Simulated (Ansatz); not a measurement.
**F-AlN-H chair monolayer in a perpendicular field**

Wanted: the out-of-plane response of the F-AlN-H chair monolayer. A positive field points along +c.

Method: plane-wave DFT, PBE-D3(BJ), Ansatz PAW (set soft_1); PAW set soft_1, in Ansatz 0.2.0.

Report form: inputs, costs, results and the conclusion, without the logs.

## (1) The system as given

The cell holds 4 atoms: 1 H, 1 N, 1 Al and 1 F. Its edges and angles: a = 3.168 Å, b = 3.168 Å, c = 37.840 Å, α = 90.0°, β = 90.0°, γ = 120.0°. Vacuum lies along c.

## (2) Relaxing the slab

The starting cell is a guess, so the in-plane lattice and the atoms are relaxed first, with the slab cut off from its images along the normal.

input.yaml

```yaml
crystal:
  lattice:
    - [3.168, 0.0, 0.0]
    - [-1.584, 2.7435684792, 0.0]
    - [0.0, 0.0, 37.8400000001]
  atoms:
    - { symbol: H, position: [0.6666666667, 0.3333333333, 0.4545454545] }
    - { symbol: "N", position: [0.6666666667, 0.3333333333, 0.4815010571] }
    - { symbol: Al, position: [0.3333333333, 0.6666666667, 0.4984143763] }
    - { symbol: F, position: [0.3333333333, 0.6666666667, 0.5454545455] }
  periodic: [true, true, false]
kpoints:
  mp_grid: { grid: [12, 12, 1] }
hamiltonian:
  xc: pbe
  dispersion: d3bj
  pseudopotentials: { kind: paw, azcp: { folder: soft_1 } }
scf:
  occupations: { method: fermi_dirac, width: 0.05 }
  convergence: { dr2_threshold: 1.0e-09 }
relax:
  f_tol: 0.004
  max_steps: 90
  cell: {}
output:
  write_potential: true
  write_density: true
  volumetric_format: npy
```

Started as:

```console
ansatz run input.yaml --threads 2 --pin off --max-ram 3072MiB --backend cpu --events-out ev --progress --plain --runs-dir out
```

Wall time 39 s (2 threads of Intel Xeon Platinum 8375C at 2.90GHz (Ice Lake), shared host); peak memory 0.56 GiB.

Step by step:

```csv
step,energy less that of the first step (eV),largest force component (eV/Å),volume (Å³)
1,0.0000,3.5780,328.89
2,-0.1997,2.0384,326.60
3,-0.2580,1.3274,325.61
4,-0.2818,0.0668,325.21
5,-0.2817,0.1097,325.19
6,-0.2818,0.0059,325.20
7,-0.2818,0.0002,325.15
8*,-0.2809,0.0005,325.15
```

Relaxation steps marked * repeat the geometry before them on a plane-wave basis chosen anew for their cell, so energy and pressure can jump there. Relaxation step 5 was tried and not accepted.

The run keeps the 6 symmetry operations that the program found, so distortions that break them were not tested.

```csv
cell as run,before,after,change
a (Å),3.168,3.150,-0.6 %
b (Å),3.168,3.150,-0.6 %
```

The atoms that moved most (Å, along periodic axes as changes of fractional coordinates times the final cell, across vacuum about the mean position):

```csv
atom,dx,dy,dz,length
F4,0.000,0.000,-0.097,0.097
Al3,0.000,0.000,0.049,0.049
N2,0.000,0.000,0.028,0.028
H1,0.000,0.000,0.021,0.021
```

The relaxed structure:

```xyz
4
Lattice="3.1499 0.0000 0.0000 -1.5750 2.7279 0.0000 0.0000 0.0000 37.8400" Properties=species:S:1:pos:R:3
H     1.5750    0.9093   17.2206
N     1.5750    0.9093   18.2477
Al    0.0000    1.8186   18.9089
F     0.0000    1.8186   20.5427
```

This step gave:

- gap on the k-mesh: 3.044 eV

The lattice constant a goes from 3.168 to 3.150 Å.

## (3) Single point, field 0

A sawtooth potential applies the field, turning back in the middle of the vacuum. With the dipole correction the typed value is the field outside the slab. The induced dipole is small, so the SCF threshold is tight.

The cell differs from the one that the last finished run ended in (c 37.840 → 21.322 Å).

input.yaml

```yaml
crystal:
  lattice:
    - [3.1499190878, 0.0, 0.0]
    - [-1.5749595439, 2.7279099499, 0.0]
    - [0.0, 0.0, 21.3221056558]
  atoms:
    - { symbol: H, position: [0.6666666667, 0.3333333333, 0.4220971486] }
    - { symbol: "N", position: [0.6666666667, 0.3333333333, 0.4702680496] }
    - { symbol: Al, position: [0.3333333333, 0.6666666667, 0.5012754541] }
    - { symbol: F, position: [0.3333333333, 0.6666666667, 0.5779028514] }
kpoints:
  mp_grid: { grid: [18, 18, 1] }
  band_path:
    path: [[0, 0, 0], [0.5, 0, 0], [0.33333333, 0.33333333, 0], [0, 0, 0]]
    npoints: 16
hamiltonian:
  xc: pbe
  dispersion: d3bj
  pseudopotentials: { kind: paw, azcp: { folder: soft_1 } }
scf:
  occupations: { method: fermi_dirac, width: 0.02585 }
  convergence: { dr2_threshold: 1.0e-10 }
efield:
  axis: 3
  dipole_correction: true
  ramp_position: 0.97
  ramp_width: 0.06
  amplitude: 0
output:
  dos: { projected: true, e_range: [-6, 5] }
  write_potential: true
  write_density: true
  volumetric_format: npy
  elf: true
```

Run time: 10 s. Hardware: 2 threads; peak memory 0.48 GiB; 20 s of CPU time.

Numbers from this step:

```
gap on the k-mesh                  : 3.046 eV
dipole along the normal            : -0.3490 e·Å
gap along the path                 : 3.046 eV
smallest direct gap along the path : 3.046 eV
step between the vacuum levels     : 7.350 eV
ionisation energy, upper face      : 11.41 eV
electron affinity, upper face      : 8.367 eV
ionisation energy, lower face      : 4.063 eV
gap, the smaller of path and mesh  : 3.046 eV
```

Running mean over a fixed 2.5 Å (it still follows the layers) of the planar mean; the ramp of the sawtooth is left out. The electron's electrostatic potential energy less the Fermi level by z:

```csv
z (Å),electron's electrostatic potential energy less the Fermi level (eV)
3.0,2.50
3.5,2.50
4.0,2.50
4.5,2.50
5.0,2.50
5.5,2.50
6.0,2.50
6.5,2.50
7.0,2.46
7.5,2.30
8.0,1.84
8.5,0.957
9.0,-1.27
9.5,-3.03
10.0,-4.05
10.5,-4.00
11.0,-3.43
11.5,-1.26
12.0,1.67
12.5,4.28
13.0,6.18
13.5,7.90
14.0,9.42
14.5,9.81
15.0,9.85
15.5,9.85
16.0,9.85
16.5,9.85
17.0,9.85
17.5,9.85
18.0,9.85
```

The density of states has structure finer than the step of the table below, so its rows give means over 0.25 eV. Peaks (eV: height): -3.110: 7.36, -2.990: 38.4, -1.750: 8.27.

Table of density of states by energy, zero at the Fermi level of the run, which the smearing sets inside the gap; means over each step:

energy (eV), density of states (states/eV a cell) and a bar:
```
    -5.75        1.2 ####
    -5.50        1.9 #######
    -5.25        0.9 ###
    -5.00        0.6 ##
    -4.75        0.7 ##
    -4.50        0.7 ##
    -4.25        0.8 ###
    -4.00        0.8 ###
    -3.75        1.0 ###
    -3.50        1.3 #####
    -3.25        2.5 #########
    -3.00        8.4 ##############################
    -2.75        2.6 #########
    -2.50        5.2 ##################
    -2.25        3.1 ###########
    -2.00        3.2 ###########
    -1.75        5.1 ##################
    -1.50        1.3 ####
    -1.25        0.0 
    -1.00        0.0 
    -0.75        0.0 
    -0.50        0.0 
    -0.25        0.0 
     0.00        0.0 
     0.25        0.0 
     0.50        0.0 
     0.75        0.0 
     1.00        0.0 
     1.25        0.0 
     1.50        0.1 
     1.75        0.3 #
     2.00        0.4 #
     2.25        0.4 #
     2.50        0.4 #
     2.75        0.4 #
     3.00        0.6 ##
     3.25        0.8 ###
```

Projected DOS per atom over height of the atomic layer and energy from the Fermi level. Layers: H N Al F from below.

Ten even steps from '_' (0.00 states/eV) to '@' (3.40 states/eV), each cell a mean:
```
________
________
________
________
________
________
________
________
________
________
________
______==
__..__@@
__--__%%
__==__**
__::__##
__..____
__..____
__..____
__..____
__::____
__::____
```
Columns: height of the atomic layer (Å) from 9 to 12.3 (not evenly spaced); rows upwards: energy from the Fermi level (eV) from -5.96 to 3.4.

The electronic bands at the labelled points (eV, zero at the Fermi level of the run, which the smearing sets inside the gap):

```csv
point,band 5,band 6,band 7,band 8,band 9,band 10,band 11,band 12
Γ,-2.03,-2.03,-1.56,-1.56,1.49,2.99,4.13,5.35
halfway,-3.06,-2.50,-2.20,-1.64,2.75,4.29,5.56,6.18
M,-3.10,-2.89,-2.69,-1.74,4.70,5.74,6.57,7.85
halfway,-3.83,-3.00,-2.56,-1.97,5.44,6.09,7.11,8.31
K,-4.92,-2.99,-2.37,-2.30,6.73,6.75,6.81,7.83
halfway,-3.19,-2.84,-2.19,-1.78,3.13,4.71,6.06,6.32
Γ,-2.03,-2.03,-1.56,-1.56,1.49,2.99,4.13,5.35
```

Electrostatic potential energy in the ca plane at fractional y = 0.333, with atoms of H and N within 0.2 Å of it. With pseudopotentials it is smooth inside the atoms' cores, unlike the true potential.

Ten even steps from '0' (-26 eV) to '9' (5 eV), each cell a mean:
```
88888888888888777645677899999999999999999999
88888888888887623000478899999999999999999999
88888888888887400000378899999999999999999999
88888888888887634100578899999999999999999999
88888888888888777655667899999999999999999999
88888888888888888765457899999999999999999999
88888888888888888764346889999999999999999999
88888888888888888765557899999999999999999999
```
Columns run along c (16.0 Å, from fractional 0.16 to 0.91 of the cell; values clipped at the 3rd and 97th percentile), rows up along a (3.1 Å). Atoms in or near the plane, at fractional coordinates: H at (0.42, 0.67), N at (0.47, 0.67).

Valence density in the ca plane at fractional y = 0.333, with atoms of H and N within 0.2 Å of it. It is the smooth field of the valence electrons, not physical close to the nuclei.

Ten steps, logarithmic in the rise over the least value, from '0' (0.0 e/Å³) to '9' (3.4 e/Å³), each cell a mean:
```
00000000000000000001345776432222100000000000
00000000000000000013578998531110000000000000
00000000000000000013689998631100000000000000
00000000000000000012567998531111000000000000
00000000000000000001245666432332100000000000
00000000000000000000123444333443200000000000
00000000000000000000012333334554210000000000
00000000000000000000123454333443200000000000
```
Columns run along c (16.0 Å, from fractional 0.07 to 0.82 of the cell), rows up along a (3.1 Å). Atoms in or near the plane, at fractional coordinates: H at (0.42, 0.67), N at (0.47, 0.67).

ELF in the ca plane at fractional y = 0.333, with atoms of H and N within 0.2 Å of it. It is the smooth field of the valence electrons, not physical close to the nuclei.

Ten even steps from '0' (0.00) to '9' (0.99), each cell a mean:
```
00000000000013555788720111100000000000000000
00000000000137998657740000000000000000000000
00000000000158999514740000000000000000000000
00000000000037898767740000000000000000000000
00000000000012455688720122100000000000000000
00000000000000011355311455310000000000000000
00000000000000000111102566420000000000000000
00000000000000012466411344310000000000000000
```
Columns run along c (16.0 Å, from fractional 0.16 to 0.91 of the cell), rows up along a (3.1 Å). Atoms in or near the plane, at fractional coordinates: H at (0.42, 0.67), N at (0.47, 0.67).

The gap is 3.05 eV, with the valence edge 11.41 eV and the conduction edge 8.37 eV under the upper vacuum level.

## (4) Atoms held, field 0.1 V/Å

Changes to input.yaml since step 3:

```diff
@@ -25,7 +25,6 @@
   dipole_correction: true
-  ramp_position: 0.97
-  ramp_width: 0.06
-  amplitude: 0
+  ramp_position: 0.9297
+  ramp_width: 0.1407
+  amplitude: 0.1
 output:
-  dos: { projected: true, e_range: [-6, 5] }
   write_potential: true
@@ -33,2 +32 @@
   volumetric_format: npy
-  elf: true
```

Run time: 9.8 s. Hardware: 2 threads; peak memory 0.44 GiB.

The dipole is -0.334 e·Å, 0.0150 e·Å from its value without field, and the gap 2.833 eV.

## (5) Single point, field -0.1 V/Å

Changes to input.yaml since step 4:

```diff
@@ -27,3 +27,3 @@
   ramp_width: 0.1407
-  amplitude: 0.1
+  amplitude: -0.1
 output:
```

It took 11 s on 2 threads; peak memory 0.44 GiB; 22 s of CPU time.

The dipole is -0.364 e·Å, -0.0150 e·Å from its value without field, and the gap 3.241 eV.

## (6) Response, atoms held

This step: plane-wave DFT, PBE-D3(BJ), Ansatz PAW (set soft_1); response to a field along the normal, atoms held; PAW set soft_1 (Ansatz 0.2.0).

The dipoles give the slope, and the difference of two potentials shows where the field is screened.

Numbers from this step:

```yaml
equivalent_conductor_thickness_p_eps_0ae: 3.160 Å
distance_between_the_outer_atoms: 3.322 Å
```

Table of dipole of the cell by applied field:

```csv
applied field (V/Å),dipole of the cell (e·Å)
-0.1000,-0.364
0.0000,-0.349
0.1000,-0.334
```

Local field over the applied field, running mean. From the potentials at -0.1 and 0.1 V/Å; running mean over 2.5 Å. The local field over applied field by z:

```csv
z (Å),local field over applied field
4.15,1.000
4.44,1.000
4.89,1.000
5.18,0.999
5.63,0.998
5.92,0.996
6.22,0.993
6.66,0.981
6.96,0.964
7.26,0.936
7.70,0.856
8.00,0.777
8.44,0.637
8.74,0.541
9.03,0.443
9.48,0.325
9.77,0.286
10.07,0.275
10.51,0.285
10.81,0.297
11.25,0.335
11.55,0.384
11.85,0.446
12.29,0.530
12.59,0.584
12.88,0.649
13.33,0.768
13.62,0.843
14.07,0.932
14.36,0.967
14.66,0.986
15.10,0.996
15.40,0.998
15.70,0.999
16.14,1.000
16.44,1.000
16.88,1.000
17.18,1.000
```

Electrons, planar mean, per unit field. The induced electron density by z:

z (Å), induced electron density (e/Å³ per V/Å) and a bar from the least value:
```
     4.15    0.00000 ###############
     4.59    0.00000 ###############
     5.03    0.00000 ###############
     5.48    0.00001 ###############
     5.92    0.00002 ###############
     6.37    0.00004 ###############
     6.81    0.00012 ###############
     7.26    0.00030 ################
     7.70    0.00074 ##################
     8.14    0.00171 #######################
     8.59    0.00328 ##############################
     9.03    0.00337 ##############################
     9.48    0.00073 ##################
     9.92    0.00122 ####################
    10.36   -0.00210 #####
    10.96   -0.00215 #####
    11.40    0.00186 #######################
    11.85    0.00099 ###################
    12.29   -0.00180 #######
    12.73   -0.00327 
    13.18   -0.00244 ####
    13.62   -0.00087 ###########
    14.07   -0.00026 ##############
    14.51   -0.00007 ##############
    14.96   -0.00002 ###############
    15.40    0.00000 ###############
    15.84    0.00000 ###############
    16.29    0.00000 ###############
    16.73    0.00000 ###############
    17.18    0.00000 ###############
```

The smaller of the gaps on the path and on the k-mesh, counted as 0 under 0.03 eV; in a wide-gap layer a fall can come from a state in the tilted vacuum. Table of gap by applied field:

```csv
applied field (V/Å),gap (eV)
-0.1000,3.24
0.0000,3.05
0.1000,2.83
```

By hand: between -0.1 and 0.1 V/Å the dipole changes by 0.03001 e·Å, a slope of 0.1501 e·Å²/V. A perfect conductor of thickness t has p = ε₀AEt, so t = 180.95 × 0.1501 / 8.593 = 3.16 Å (e/ε₀ = 180.95 V·Å, A in Å²).

The induced dipole is that of a conductor 3.16 Å thick.

## (7) Summary of results

| Property | Result |
| --- | --- |
| gap without field | 3.05 eV |
| ionisation energy, upper face | 11.4 eV |
| electron affinity, upper face | 8.37 eV |
| step between the vacuum levels | 7.35 eV |
| equivalent conductor thickness, atoms held | 3.16 Å |

The induced dipole equals that of a perfect conductor 3.16 Å thick, while the outer atoms lie 3.32 Å apart; an out-of-plane ε follows only once a thickness t is chosen, by 1 − 1/ε = 3.16 Å / t. The two faces differ: the vacuum level above lies 7.35 eV higher than the one below. The gap goes from 3.05 eV to 3.24 eV at -0.1 V/Å. With the field reversed it is 2.83 eV at 0.1 V/Å. Semilocal functionals give gaps that are too small, and excitons are not included.

[Long decimals in the printed logs are rounded to 6 places.]

[Logs are printed without paths, hosts, clocks, repeated set-up lines and the standing remarks that a program may print on its own settings, such as how far it seeks lower states.]

[Hosts, paths, dates, database ids (printed as entryN), source tags and the programs' standing remarks are cut or masked in the printed files.]

[Maps of the electrostatic potential energy from Ansatz leave out the sawtooth potential of an applied field or a dipole correction, so their vacuum need not be flat; planar profiles and work functions include it.]

[The density of states shown here was stored with 400 of the rows of the run's finer table, so its peaks can read low, often by over a quarter, or be missed, and its means over a window can be off by a tenth or more.]
